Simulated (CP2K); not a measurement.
Consider thiourea at its PBE geometry (Å).

```xyz
8

N     0.9858   -0.5048   -0.4369
C     0.1093    0.4406    0.0344
N    -1.1241   -0.0462    0.3887
S     0.5104    2.0511    0.1652
H     0.8589   -1.4835   -0.1937
H     1.9415   -0.1876   -0.5510
H    -1.4558   -0.9258    0.0032
H    -1.8260    0.6562    0.5901
```

Method: CP2K XAS_TDP, all-electron GAPW, PBEh(45%), aug-cc-pVDZ, TDA, GW2X-corrected core level, ZORA, spin–orbit coupling.

Q: Where do the S L₂,₃-edge lines lie, and how strong are they?

Leading lines: S4 167.06 eV. The leading line of an atom is its first one with 35 % of the strongest within 2.5 eV of its lowest line over the strength cut. Core ionisation energies at this level: S4 168.93/169.01/170.11 eV; the 2p½ level lies 1.14 eV above the 2p3/2 pair.

The first six lines of each atom with a strength over 0.0003:

| atom | energy (eV) | states | strength, one atom | above the computed threshold |
| --- | --- | --- | --- | --- |
| S4 (bonded to C) | 165.24 | 1 | 0.0005 |  |
|  | 165.36 | 1 | 0.0004 |  |
|  | 166.32 | 2 | 0.0004 |  |
|  | 166.43 | 1 | 0.0003 |  |
|  | 167.06 | 1 | 0.0026 |  |
|  | 167.07 | 1 | 0.0021 |  |

Lines are vertical, at one geometry, with no vibrational structure. GW2X ionisation energies and lines can be off by 1 to 2 eV either way, and a good line position may hide errors that cancel. Rydberg lines, and the discretised continuum above threshold, depend on the basis and the box.

[Banner, clock and machine lines of the logs are left out without a mark of their own.]

[Logs are printed without paths, hosts, clocks, repeated set-up lines and the standing remarks that a program may print on its own settings, such as how far it seeks lower states.]

[Hosts, paths, dates, database ids (printed as entryN), source tags and the programs' standing remarks are cut or masked in the printed files.]
